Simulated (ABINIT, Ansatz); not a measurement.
## CsGeCl3 (R3m): bands and cutoff in G0W0 with ABINIT

Wanted: a converged G0W0 gap of CsGeCl3 (R3m), or an estimate of the limit.

Program: ABINIT 10.8.3. Level of theory: LDA and many-body steps on it, plane waves. Results are calculated unless marked as measured.

## (1) Starting point

The structure is trigonal, space group R3m (No. 160). Conventional cell: a = 7.694 Å, b = 7.694 Å, c = 9.535 Å, α = 90.00°, β = 90.00°, γ = 120.00°. Nearest to Cs lie 12 Cl at 3.86 to 3.90 Å. Nearest to Ge lie 3 Cl at 2.37 Å. Nearest to Cl lie 2 Ge at 2.37 to 3.10 Å and 4 Cs at 3.86 to 3.90 Å. Farther neighbours and most contacts between anions are not listed.

The cell and positions are those that the Materials Project relaxed with its own functionals (PBE, PBE+U or r2SCAN), kept fixed. Spin-orbit coupling is left out unless a step names it.

## (2) Empty states on the mesh, 2×2×2 mesh, 352 bands

This step: ABINIT 10.8.3; DFT, LDA, plane waves, norm-conserving pseudopotentials.

The sums over transitions need many empty states on a uniform mesh; this step solves for them.

Input file run.abi:

```
acell 3*1.0 Angstrom
rprim 
  3.846816390705 2.220960478697 3.178300533600
  -3.846816390705 2.220960478697 3.178300533600
  0.000000000000 -4.441920957394 3.178300533600
ntypat 3
znucl 55 32 17
natom 5
typat 1 2 3 3 3
xred 
  0.998403350000 0.998403350000 0.998403350000
  0.515533150000 0.515533150000 0.515533150000
  0.496712670000 0.496712670000 0.948638170000
  0.496712670000 0.948638170000 0.496712670000
  0.948638170000 0.496712670000 0.496712670000
pp_dirpath "pseudos"
pseudos "Cs.upf, Ge.upf, Cl.upf"
ecut 56
ngkpt 2 2 2
nshiftk 1
shiftk 0 0 0
kptopt 1
chksymbreak 0
iscf -2
irdden 1
istwfk *1
nband 352
nbdbuf 32
tolwfr 1e-09
nstep 60
prtvol 0
indata_prefix "in"
outdata_prefix "out"
tmpdata_prefix "tmp"
```

Launch:

```
$ OMP_NUM_THREADS=2 mpirun -n 4 abinit run.abi > log
```

Numbers of over 12 decimals in the logs are rounded to 6 here.

Log:

```text
.Version 10.8.3 of ABINIT. v10.8.2 released Aug 2026.

 Symmetries : space group R3 m (#160); Bravais hR (rhombohedral)
[... echo of the input left out ...]
== DATASET  1 ==================================================================
-   mpi_nproc: 4, omp_nthreads: 2 (-1 if OMP is not activated)

--- !DatasetInfo
iteration_state: {dtset: 1, }
dimensions: {natom: 5, nkpt: 4, mband: 352, nsppol: 1, nspinor: 1, nspden: 1, mpw: 22041, }
cutoff_energies: {ecut:  56.0, pawecutdg:  -1.0, }
[...]
3.08495    3.08496    3.09171    3.09171    3.11358    3.11701    3.11793    3.11807
   3.11987    3.11997    3.14407    3.14489    3.14862    3.14952    3.15057    3.15420
 prteigrs : prtvol=0 or 1, do not print more k-points.

== END DATASET(S) ==============================================================
================================================================================

 -outvars: echo values of variables after computation  --------
            nband         352
             nkpt           4
          spgroup         160
 [... the other variables as echoed above ...]

 Calculation completed.
```

Elapsed: 4.8 min, on 4 MPI ranks of Arm Neoverse V2, shared host; peak memory 1 GiB.

Numbers from this step:

- gap: 1.977 eV
- k of the valence top: 0.5, 0.5, 0.5
- k of the conduction bottom: 0.5, 0.5, 0.5
- least direct gap: 1.977 eV
- k points computed: 4
- lowest point of the top converged band, above the valence top: 77.4812 eV

On this mesh the gap is 1.977 eV.

The density comes from a self-consistent run that is not shown.

## (3) Screening, 2×2×2 mesh, 62 bands, screening to 76.2 eV

The RPA dielectric matrix is built and inverted for each q.

This step: RPA screening on LDA, plane waves, norm-conserving pseudopotentials.

Edit run.abi of step 2 so:

```diff
@@ -23,10 +23,11 @@
 chksymbreak 0
-iscf -2
-irdden 1
 istwfk *1
-nband 352
-nbdbuf 32
-tolwfr 1e-09
-nstep 60
-prtvol 0
+occopt 1
+irdwfk 1
+optdriver 3
+nband 62
+ecuteps 2.8
+inclvkb 2
+awtr 1
+symchi 1
 indata_prefix "in"
```

Launch:

```
$ OMP_NUM_THREADS=1 mpirun -n 8 abinit run.abi > log
```

Log:

```text
.Version 10.8.3 of ABINIT. v10.8.2 released Aug 2026.

 Symmetries : space group R3 m (#160); Bravais hR (rhombohedral)
[... echo of the input left out ...]
== DATASET  1 ==================================================================
-   mpi_nproc: 8, omp_nthreads: 1 (-1 if OMP is not activated)

--- !DatasetInfo
iteration_state: {dtset: 1, }
dimensions: {natom: 5, nkpt: 4, mband: 62, nsppol: 1, nspinor: 1, nspden: 1, mpw: 22041, }
cutoff_energies: {ecut:  56.0, pawecutdg:  -1.0, }
electrons: {nelect:   5.20000000E+01, charge:   0.00000000E+00, occopt:   1.00000000E+00, tsmear:   1.00000000E-02, }

 SCREENING: Calculation of the susceptibility and dielectric matrices

 Based on a program developped by R.W. Godby, V. Olevano, G. Onida, and L. Reining.
 Incorporated in ABINIT by V. Olevano, G.-M. Rignanese, and M. Torrent.
.Using double precision arithmetic ; gwpc =  8

[... cell and pseudopotentials left out ...]
--------------------------------------------------------------------------------

 ==== K-mesh for the wavefunctions ====
 Number of points in the irreducible wedge :     4
[... list of points left out ...]
 Together with  6 symmetry operations and time-reversal symmetry
 yields     8 points in the full Brillouin Zone.

 ==== Q-mesh for the screening function ====
 Number of points in the irreducible wedge :     4
[... list of points left out ...]
 Together with  6 symmetry operations and time-reversal symmetry
 yields     8 points in the full Brillouin Zone.

 setmesh: FFT mesh size selected  =    45x   45x   45
          total number of points  =        91125

 vcoul_init : cutoff-mode = AUXILIARY_FUNCTION
 q-points for optical limit:   1
     1)      0.000010    0.000020    0.000030

- screening: taking advantage of time-reversal symmetry
- Maximum band index for partially occupied states nbvw = 26
- Remaining bands to be divided among processors   nbcw = 36
- Number of bands treated by each node ~4

 Number of electrons calculated from density =   52.0000; Expected =   52.0000
 average of density, n =  0.047295
 r_s =    1.7154
 omega_plasma =   20.9780 [eV]

 calculating chi0 at frequencies [eV] :
  1    0.000000E+00    0.000000E+00
  2    0.000000E+00    2.097803E+01

--------------------------------------------------------------------------------
  q-point number  1        q = ( 0.000000, 0.000000, 0.000000) [r.l.u.]
--------------------------------------------------------------------------------
[... chi0 elements left out ...]
 For q-point:  0.000010 0.000020 0.000030
  dielectric constant =   5.9157
  dielectric constant without local fields =   7.1895

  Average fulfillment of the sum rule on Im[epsilon] for q-point    1 :     28.32  [%]
[... wings left out ...]
  q-point number  2        q = ( 0.500000, 0.000000, 0.000000) [r.l.u.]
--------------------------------------------------------------------------------
[... chi0 elements left out ...]
  Average fulfillment of the sum rule on Im[epsilon] for q-point    2 :     37.65  [%]

 [... 2 further q-points ...]
```

Run time: 16 s. Hardware: 8 MPI ranks; peak memory 3.7 GiB; 2.1 min of CPU time.

Numbers from this step:

```yaml
eps_infinity_with_local_fields_on_this_mesh_along_the_program_s_q_direction: 5.916
the_same_without_local_fields: 7.189
plasma_frequency: 20.98 eV
plane_waves_in_the_screening_matrix: 251
```

Local fields lower ε∞ by 18 %. On a Γ-centred mesh this coarse the value itself is usually too large, while a short band sum pulls it down.

## (4) 62 bands, 76.2 eV

The self-energy is evaluated for the states that the input lists, and the levels follow from it, in one-shot runs by the linearised quasiparticle equation.

This step: G0W0 on LDA, plane waves, norm-conserving pseudopotentials.

Edit run.abi of step 3 so:

```diff
@@ -26,8 +26,17 @@
 irdwfk 1
-optdriver 3
+optdriver 4
 nband 62
+gwcalctyp 0
+ecutsigx 56
+symsigma 1
+nkptgw 2
+kptgw 
+  0.5000000000 0.5000000000 0.5000000000
+  0.0000000000 0.0000000000 0.0000000000
+bdgw 
+  25 28
+  24 29
 ecuteps 2.8
-inclvkb 2
-awtr 1
-symchi 1
+irdscr 1
+ppmodel 1
 indata_prefix "in"
```

Log:

```text
.Version 10.8.3 of ABINIT. v10.8.2 released Aug 2026.

 Symmetries : space group R3 m (#160); Bravais hR (rhombohedral)
[... echo of the input left out ...]
== DATASET  1 ==================================================================
-   mpi_nproc: 8, omp_nthreads: 1 (-1 if OMP is not activated)

--- !DatasetInfo
iteration_state: {dtset: 1, }
dimensions: {natom: 5, nkpt: 4, mband: 62, nsppol: 1, nspinor: 1, nspden: 1, mpw: 22041, }
cutoff_energies: {ecut:  56.0, pawecutdg:  -1.0, }
electrons: {nelect:   5.20000000E+01, charge:   0.00000000E+00, occopt:   1.00000000E+00, tsmear:   1.00000000E-02, }

 SIGMA: Calculation of the GW corrections

 Based on a program developped by R.W. Godby, V. Olevano, G. Onida, and L. Reining.
 Incorporated in ABINIT by V. Olevano, G.-M. Rignanese, and M. Torrent.
.Using double precision arithmetic ; gwpc =  8

[... cell and pseudopotentials left out ...]
--------------------------------------------------------------------------------

 ==== K-mesh for the wavefunctions ====
 Number of points in the irreducible wedge :     4
[... list of points left out ...]
 Together with  6 symmetry operations and time-reversal symmetry
 yields     8 points in the full Brillouin Zone.

 ==== Q-mesh for screening function ====
 Number of points in the irreducible wedge :     4
[... list of points left out ...]
 Together with  6 symmetry operations and time-reversal symmetry
 yields     8 points in the full Brillouin Zone.

 vcoul_init : cutoff-mode = AUXILIARY_FUNCTION
 q-points for optical limit:   1
     1)      0.000010    0.000020    0.000030
 setmesh: FFT mesh size selected  =    72x   72x   72
          total number of points  =       373248

 Number of electrons calculated from density =   52.0000; Expected =   52.0000
 average of density, n =  0.047295
 r_s =    1.7154
 omega_plasma =   20.9780 [eV]

 === KS Band Gaps ===
  >>>> For spin  1
   Minimum direct gap =   1.9771 [eV], located at k-point      :   0.5000  0.5000  0.5000
   Fundamental gap    =   1.9771 [eV], Top of valence bands at :   0.5000  0.5000  0.5000
                                       Bottom of conduction at :   0.5000  0.5000  0.5000
 SIGMA fundamental parameters:
 PLASMON POLE MODEL  1
 number of plane-waves for SigmaX                22041
 number of plane-waves for SigmaC and W            251
 number of plane-waves for wavefunctions         22041
 number of bands                                    62
 number of independent spin polarizations            1
 number of spinorial components                      1
 number of k-points in IBZ                           4
 number of q-points in IBZ                           4
 number of symmetry operations                       6
 number of k-points in BZ                            8
 number of q-points in BZ                            8
 number of frequencies for dSigma/dE                 9
 frequency step for dSigma/dE [eV]                0.25
 number of omega for Sigma on real axis              0
 max omega for Sigma on real axis  [eV]           0.00
 zcut for avoiding poles [eV]                     0.10

 EPSILON^-1 parameters (SCR file):
 dimension of the eps^-1 matrix on file            251
 dimension of the eps^-1 matrix used               251
 number of plane-waves for wavefunctions         22041
 number of bands                                    62
 number of q-points in IBZ                           4
 number of frequencies                               2
 number of real frequencies                          1
 number of imag frequencies                          1

 matrix elements of self-energy operator (all in [eV])

 Perturbative Calculation

--- !SelfEnergy_ee
iteration_state: {dtset: 1, }
kpoint     : [   0.500,    0.500,    0.500, ]
spin       : 1
KS_gap     :    1.977
QP_gap     :    3.693
Delta_QP_KS:    1.716
data: !SigmaeeData |
     Band     E0 <VxcDFT>   SigX SigC(E0)      Z dSigC/dE  Sig(E)    E-E0       E
       25  -0.190 -14.219 -18.514   3.674   0.778  -0.285 -14.703  -0.484  -0.674
       26   1.959 -14.764 -16.833   2.337   0.799  -0.252 -14.550   0.214   2.173
       27   3.936 -11.282  -6.604  -2.324   0.820  -0.220  -9.352   1.930   5.866
       28   3.936 -11.282  -6.604  -2.324   0.820  -0.220  -9.352   1.930   5.866

--- !SelfEnergy_ee
iteration_state: {dtset: 1, }
kpoint     : [   0.000,    0.000,    0.000, ]
spin       : 1
KS_gap     :    5.520
QP_gap     :    7.233
Delta_QP_KS:    1.713
data: !SigmaeeData |
     Band     E0 <VxcDFT>   SigX SigC(E0)      Z dSigC/dE  Sig(E)    E-E0       E
       24  -0.526 -14.055 -18.275   3.608   0.778  -0.285 -14.532  -0.477  -1.003
       25  -0.526 -14.055 -18.275   3.608   0.778  -0.285 -14.532  -0.477  -1.003
       26  -0.340 -13.977 -17.781   3.333   0.782  -0.279 -14.345  -0.368  -0.708
       27   5.180  -7.348  -3.022  -2.742   0.849  -0.178  -6.004   1.345   6.525
       28   6.059  -7.267  -2.987  -2.657   0.849  -0.178  -5.889   1.378   7.437
       29   6.059  -7.267  -2.987  -2.657   0.849  -0.178  -5.889   1.378   7.437

== END DATASET(S) ==============================================================
================================================================================

 -outvars: echo values of variables after computation  --------
           etotal      0.0000000000E+00
            nband          62
             nkpt           4
          spgroup         160
 [... the other variables as echoed above ...]

 Calculation completed.
```

Elapsed: 5.7 s, on 8 MPI ranks; peak memory 0.38 GiB; 45 s of CPU time.

This step gave:

* G0W0 gap on the points computed: 3.693 eV
* starting gap on the mesh: 1.977 eV
* k of the valence top: 0.5, 0.5, 0.5
* k of the conduction bottom: 0.5, 0.5, 0.5
* Z at the valence top: 0.799
* Z at the conduction bottom: 0.82
* least direct G0W0 gap on the computed points: 3.693 eV

The gap on the mesh goes from 1.98 eV to 3.69 eV, a correction of +1.72 eV.

## (5) Screening, 2×2×2 mesh, 146 bands, screening to 141.5 eV

This step: RPA screening on LDA, plane waves, norm-conserving pseudopotentials.

Edit run.abi of step 4 so:

```diff
@@ -26,17 +26,8 @@
 irdwfk 1
-optdriver 4
-nband 62
-gwcalctyp 0
-ecutsigx 56
-symsigma 1
-nkptgw 2
-kptgw 
-  0.5000000000 0.5000000000 0.5000000000
-  0.0000000000 0.0000000000 0.0000000000
-bdgw 
-  25 28
-  24 29
-ecuteps 2.8
-irdscr 1
-ppmodel 1
+optdriver 3
+nband 146
+ecuteps 5.2
+inclvkb 2
+awtr 1
+symchi 1
 indata_prefix "in"
```

Log:

```text
.Version 10.8.3 of ABINIT. v10.8.2 released Aug 2026.

 Symmetries : space group R3 m (#160); Bravais hR (rhombohedral)
[... echo of the input left out ...]
== DATASET  1 ==================================================================
-   mpi_nproc: 8, omp_nthreads: 1 (-1 if OMP is not activated)

--- !DatasetInfo
iteration_state: {dtset: 1, }
dimensions: {natom: 5, nkpt: 4, mband: 146, nsppol: 1, nspinor: 1, nspden: 1, mpw: 22041, }
cutoff_energies: {ecut:  56.0, pawecutdg:  -1.0, }
electrons: {nelect:   5.20000000E+01, charge:   0.00000000E+00, occopt:   1.00000000E+00, tsmear:   1.00000000E-02, }

 SCREENING: Calculation of the susceptibility and dielectric matrices

 Based on a program developped by R.W. Godby, V. Olevano, G. Onida, and L. Reining.
 Incorporated in ABINIT by V. Olevano, G.-M. Rignanese, and M. Torrent.
.Using double precision arithmetic ; gwpc =  8

[... cell and pseudopotentials left out ...]
--------------------------------------------------------------------------------

 ==== K-mesh for the wavefunctions ====
 Number of points in the irreducible wedge :     4
[... list of points left out ...]
 Together with  6 symmetry operations and time-reversal symmetry
 yields     8 points in the full Brillouin Zone.

 ==== Q-mesh for the screening function ====
 Number of points in the irreducible wedge :     4
[... list of points left out ...]
 Together with  6 symmetry operations and time-reversal symmetry
 yields     8 points in the full Brillouin Zone.

 setmesh: FFT mesh size selected  =    45x   45x   45
          total number of points  =        91125

 vcoul_init : cutoff-mode = AUXILIARY_FUNCTION
 q-points for optical limit:   1
     1)      0.000010    0.000020    0.000030

- screening: taking advantage of time-reversal symmetry
- Maximum band index for partially occupied states nbvw = 26
- Remaining bands to be divided among processors   nbcw = 120
- Number of bands treated by each node ~15

 Number of electrons calculated from density =   52.0000; Expected =   52.0000
 average of density, n =  0.047295
 r_s =    1.7154
 omega_plasma =   20.9780 [eV]

 calculating chi0 at frequencies [eV] :
  1    0.000000E+00    0.000000E+00
  2    0.000000E+00    2.097803E+01

--------------------------------------------------------------------------------
  q-point number  1        q = ( 0.000000, 0.000000, 0.000000) [r.l.u.]
--------------------------------------------------------------------------------
[... chi0 elements left out ...]
 For q-point:  0.000010 0.000020 0.000030
  dielectric constant =   5.9573
  dielectric constant without local fields =   7.2291

  Average fulfillment of the sum rule on Im[epsilon] for q-point    1 :     47.82  [%]
[... wings left out ...]
  q-point number  2        q = ( 0.500000, 0.000000, 0.000000) [r.l.u.]
--------------------------------------------------------------------------------
[... chi0 elements left out ...]
  Average fulfillment of the sum rule on Im[epsilon] for q-point    2 :     52.50  [%]

 [... 2 further q-points ...]
```

Elapsed: 44 s, on 8 MPI ranks; peak memory 4.7 GiB.

Numbers from this step:

| Property | Result |
| --- | --- |
| ε∞ with local fields, on this mesh, along the program's q direction | 5.957 |
| the same without local fields | 7.229 |
| plasma frequency | 20.98 eV |
| plane waves in the screening matrix | 619 |

[end of part 1 of 2]

[Paths, hosts, dates, memory and timing lines, banners, echoed tables and standing remarks are left out of the program output.]

[Logs are printed without paths, hosts, clocks, repeated set-up lines and the standing remarks that a program may print on its own settings, such as how far it seeks lower states.]

[Runs of the session that timed out or met a known fault of the program may be left out.]

[Hosts, paths, dates, database ids (printed as entryN), source tags and the programs' standing remarks are cut or masked in the printed files.]

[G0W0 gaps are taken among the corrected bands and points alone; a level outside them can change the order at an edge.]

[Where Ansatz stands beside ABINIT at settings called matched, ABINIT's density can come from a denser mesh and the files from another edition; pairs whose starting gaps differed by over 0.03 eV were left out, so agreement reads better than it is.]
